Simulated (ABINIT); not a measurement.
**A GW chain in ABINIT: BN (Qingsongite)**

How does a plane-wave GW calculation on BN (Qingsongite) run from the first input to the gap?

Calculated with ABINIT 10.8.3; LDA and many-body steps on it, plane waves.

## (1) Starting point

Symmetry: F-43m, No. 216, cubic system. The conventional cell has a = 3.615 Å, b = 3.615 Å, c = 3.615 Å, α = 90.00°, β = 90.00°, γ = 90.00°. Nearest to B lie 4 N at 1.57 Å. Nearest to N lie 4 B at 1.57 Å. Farther neighbours and most contacts between anions are not listed.

The cell and positions come from the Crystallography Open Database and are kept as given unless a step says otherwise.

## (2) Ground state

This step: ABINIT 10.8.3; DFT, LDA, plane waves, norm-conserving pseudopotentials.

The ground-state density comes first.

The input, run.abi:

```
acell 3*1.0 Angstrom
rprim 
  -0.000000000000 1.807500000000 1.807500000000
  1.807500000000 0.000000000000 1.807500000000
  1.807500000000 1.807500000000 -0.000000000000
ntypat 2
znucl 5 7
natom 2
typat 1 2
xred 
  0.000000000000 0.000000000000 0.000000000000
  0.250000000000 0.250000000000 0.250000000000
pp_dirpath "pseudos"
pseudos "B.upf, N.upf"
ecut 36
ngkpt 10 10 10
nshiftk 1
shiftk 0 0 0
kptopt 1
chksymbreak 0
nband 9
occopt 1
tolvrs 1e-10
nstep 60
prtwf 0
optforces 0
optstress 0
indata_prefix "in"
outdata_prefix "out"
tmpdata_prefix "tmp"
```

Command:

```bash
$ OMP_NUM_THREADS=1 mpirun -n 4 abinit run.abi > log
```

Numbers of over 12 decimals in the logs are rounded to 6 here.

The log of the run:

```text
.Version 10.8.3 of ABINIT. v10.8.2 released Aug 2026.

 Symmetries : space group F-4 3 m (#216); Bravais cF (face-center cubic)
================================================================================
 Values of the parameters that define the memory need of the present run
     intxc =       0    ionmov =       0      iscf =       7    lmnmax =       4
     lnmax =       4     mgfft =      30  mpssoang =       2    mqgrid =    3001
     natom =       2  nloc_mem =       1    nspden =       1   nspinor =       1
    nsppol =       1      nsym =      24    n1xccc =    2501    ntypat =       2
    occopt =       1   xclevel =       1
-    mband =           9        mffmem =           1         mkmem =          12
       mpw =         845          nfft =       27000          nkpt =          47
================================================================================
  Rough estimation (10% accuracy) of disk space for files :
================================================================================

--------------------------------------------------------------------------------
------------- Echo of variables that govern the present computation ------------
--------------------------------------------------------------------------------
 -outvars: echo values of preprocessed input variables --------
            acell      1.8897261259E+00  1.8897261259E+00  1.8897261259E+00 Bohr

      chksymbreak           0
             ecut      3.60000000E+01 Hartree
-          fftalg         312

              ixc       -1012
              kpt      0.00000000E+00  0.00000000E+00  0.00000000E+00
                       1.00000000E-01  0.00000000E+00  0.00000000E+00
                       2.00000000E-01  0.00000000E+00  0.00000000E+00
                       3.00000000E-01  0.00000000E+00  0.00000000E+00
                       4.00000000E-01  0.00000000E+00  0.00000000E+00
                       5.00000000E-01  0.00000000E+00  0.00000000E+00
                       1.00000000E-01  1.00000000E-01  0.00000000E+00
                       2.00000000E-01  1.00000000E-01  0.00000000E+00
                       3.00000000E-01  1.00000000E-01  0.00000000E+00
   [... 36 further rows ...]
                      -3.00000000E-01  4.00000000E-01  2.00000000E-01
                      -3.00000000E-01  5.00000000E-01  2.00000000E-01
         kptrlatt       10    0    0      0   10    0      0    0   10
          kptrlen      4.83050094E+01
P           mkmem          12
            natom           2
            nband           9
            ngfft          30      30      30
             nkpt          47
            nstep          60
             nsym          24
           ntypat           2
              occ      2.000000  2.000000  2.000000  2.000000  0.000000  0.000000
[...]
optforces           0
        optstress           0
            prtwf           0
            rprim     -0.0000000000E+00  1.8075000000E+00  1.8075000000E+00
[...]
spgroup         216

           tolvrs      1.00000000E-10

             xred      0.0000000000E+00  0.0000000000E+00  0.0000000000E+00
[...]
znucl        5.00000    7.00000

================================================================================

 chkinp: Checking input parameters for consistency.

================================================================================
== DATASET  1 ==================================================================
-   mpi_nproc: 4, omp_nthreads: 1 (-1 if OMP is not activated)

--- !DatasetInfo
iteration_state: {dtset: 1, }
dimensions: {natom: 2, nkpt: 47, mband: 9, nsppol: 1, nspinor: 1, nspden: 1, mpw: 845, }
cutoff_energies: {ecut:  36.0, pawecutdg:  -1.0, }
electrons: {nelect:   8.00000000E+00, charge:   0.00000000E+00, occopt:   1.00000000E+00, tsmear:   1.00000000E-02, }

 Real(R)+Recip(G) space primitive vectors, cartesian coordinates (Bohr,Bohr^-1):
 R(1)=  0.0000000  3.4156800  3.4156800  G(1)= -0.1463837  0.1463837  0.1463837
 R(2)=  3.4156800  0.0000000  3.4156800  G(2)=  0.1463837 -0.1463837  0.1463837
 R(3)=  3.4156800  3.4156800  0.0000000  G(3)=  0.1463837  0.1463837 -0.1463837
 Unit cell volume ucvol=  7.9700586E+01 bohr^3
 Angles (23,13,12)=  6.00000000E+01  6.00000000E+01  6.00000000E+01 degrees

 getcut: wavevector=  0.0000  0.0000  0.0000  ngfft=  30  30  30
         ecut(hartree)=     36.000   => boxcut(ratio)=   2.30194

 getcut : COMMENT -
  Note that boxcut > 2.2 ; recall that boxcut=Gcut(box)/Gcut(sphere) = 2
  is sufficient for exact treatment of convolution.
  Such a large boxcut is a waste : you could raise ecut
  e.g. ecut=   47.690509 Hartrees makes boxcut=2

--- Pseudopotential description ------------------------------------------------
- B Generated using ONCVPSP code by D. R. Hamann
-  5.00000   3.00000  180309                  znucl, zion, pspdat
12 -1012 1 -1 1498                            pspcod,pspxc,lmax,lloc,mmax
     nproj     2     2
  pspatm : epsatm=    3.19369156
         --- l  ekb(1:nproj) -->
[...]
pspatm: atomic psp has been read  and splines computed

- N Generated using ONCVPSP code by D. R. Hamann
-  7.00000   5.00000  180309                  znucl, zion, pspdat
12 -1012 1 -1 1058                            pspcod,pspxc,lmax,lloc,mmax
     nproj     2     2
  pspatm : epsatm=    5.30777321
         --- l  ekb(1:nproj) -->
[...]
1   -4.361519   -1.032581
 pspatm: atomic psp has been read  and splines computed

   6.80117181E+01                                ecore*ucvol(ha*bohr**3)
--------------------------------------------------------------------------------

_setup2: Arith. and geom. avg. npw (full set) are     822.053     822.026

================================================================================

--- !BeginCycle
iteration_state: {dtset: 1, }
solver: {iscf: 7, nstep: 60, nline: 4, wfoptalg: 0, }
tolerances: {tolvrs: 1.00E-10, }

     iter   Etot(hartree)      deltaE(h)  residm     vres2
 ETOT  1  -13.373554539444    -1.337E+01 1.869E-01 1.738E+02
 ETOT  2  -13.391633272754    -1.808E-02 9.444E-03 1.256E+02
 ETOT  3  -13.425109141040    -3.348E-02 4.998E-03 7.355E-01
 ETOT  4  -13.425279588231    -1.704E-04 5.349E-03 1.834E-03
 ETOT  5  -13.425279820482    -2.323E-07 8.607E-04 3.082E-05
 ETOT  6  -13.425279826115    -5.633E-09 7.308E-04 1.019E-06
 ETOT  7  -13.425279826320    -2.047E-10 5.727E-04 1.030E-09
 ETOT  8  -13.425279826320    -1.599E-13 6.420E-04 5.655E-12

 At SCF step    8       vres2   =  5.66E-12 < tolvrs=  1.00E-10 =>converged.

--- !ResultsGS
iteration_state: {dtset: 1, }
comment   : Summary of ground state results
lattice_vectors:
- [ -0.0000000,   3.4156800,   3.4156800, ]
- [  3.4156800,   0.0000000,   3.4156800, ]
- [  3.4156800,   3.4156800,  -0.0000000, ]
lattice_lengths: [   4.83050,    4.83050,    4.83050, ]
lattice_angles: [ 60.000,  60.000,  60.000, ] # degrees, (23, 13, 12)
lattice_volume:   7.9700586E+01
convergence: {deltae: -1.599E-13, res2:  5.655E-12, residm:  6.420E-04, diffor:  0.000E+00, }
etotal    :  -1.34252798E+01
entropy   :   0.00000000E+00
fermie    :   2.94210603E-01
cartesian_stress_tensor: null
pressure_GPa: null
xred      :
- [  0.0000E+00,   0.0000E+00,   0.0000E+00,  B]
- [  2.5000E-01,   2.5000E-01,   2.5000E-01,  N]
cartesian_forces: null
force_length_stats: {min: null, max: null, mean: null, }

 Integrated electronic density in atomic spheres:
 ------------------------------------------------
 Atom  Sphere_radius  Integrated_density
    1        2.00000          3.31747834
    2        2.00000          5.72805975
================================================================================

 ----iterations are completed or convergence reached----

 Mean square residual over all n,k,spin=   26.307E-07; max=  64.199E-05
 reduced coordinates (array xred) for    2 atoms
       0.000000000000      0.000000000000      0.000000000000
       0.250000000000      0.250000000000      0.250000000000
 rms dE/dt=  0.0000E+00; max dE/dt=  0.0000E+00; dE/dt below (all hartree)
    1       0.000000000000      0.000000000000      0.000000000000
    2       0.000000000000      0.000000000000      0.000000000000

 cartesian coordinates (angstrom) at end:
    1      0.000000     0.000000     0.000000
    2      0.903750     0.903750     0.903750
 length scales=  1.889726125908  1.889726125908  1.889726125908 bohr
              =  1.000000000000  1.000000000000  1.000000000000 angstroms
 prteigrs : about to open file out_EIG
 Fermi (or HOMO) energy (hartree) =   0.29421   Average Vxc (hartree)=  -0.48548
 Eigenvalues (hartree) for nkpt=  47  k points:
 kpt#   1, nband=  9, wtk=  0.00100, kpt=  0.0000  0.0000  0.0000 (reduced coord)
  -0.44300    0.29421    0.29421    0.29421    0.61568    0.61568    0.61568    0.67793
   1.19366
 prteigrs : prtvol=0 or 1, do not print more k-points.

--- !EnergyTerms
iteration_state     : {dtset: 1, }
comment             : Components of total free energy in Hartree
kinetic             :  9.44478844231263E+00
hartree             :  1.77271654246147E+00
xc                  : -4.35042966599806E+00
Ewald energy        : -1.31703929426445E+01
psp_core            :  8.53340249781675E-01
local_psp           : -6.80784439827319E+00
non_local_psp       : -1.16745805396034E+00
total_energy        : -1.34252798263203E+01
total_energy_eV     : -3.65320474814379E+02
band_energy         :  5.51228754875518E-02

== END DATASET(S) ==============================================================
================================================================================

 -outvars: echo values of variables after computation  --------
           etotal     -1.3425279826E+01
            nband           9
             nkpt          47
          spgroup         216
 [... the other variables as echoed above ...]

 Calculation completed.
```

Elapsed: 7 s, on 4 MPI ranks of Arm Neoverse N1, shared host; peak memory 0.25 GiB; 28 s of CPU time.

Numbers from this step:

- total energy: -365.3205 eV
- gap: 4.420 eV
- k of the valence top: 0, 0, 0
- k of the conduction bottom: 0.5, 0.5, 0
- least direct gap: 8.748 eV

The gap is indirect, with the least direct gap 4.33 eV higher.

[end of part 1 of 3]

[Paths, hosts, dates, memory and timing lines, banners, echoed tables and standing remarks are left out of the program output.]

[Logs are printed without paths, hosts, clocks, repeated set-up lines and the standing remarks that a program may print on its own settings, such as how far it seeks lower states.]

[Runs of the session that timed out or met a known fault of the program may be left out.]

[Hosts, paths, dates, database ids (printed as entryN), source tags and the programs' standing remarks are cut or masked in the printed files.]

[G0W0 gaps are taken among the corrected bands and points alone; a level outside them can change the order at an edge.]

[Where Ansatz stands beside ABINIT at settings called matched, ABINIT's density can come from a denser mesh and the files from another edition; pairs whose starting gaps differed by over 0.03 eV were left out, so agreement reads better than it is.]
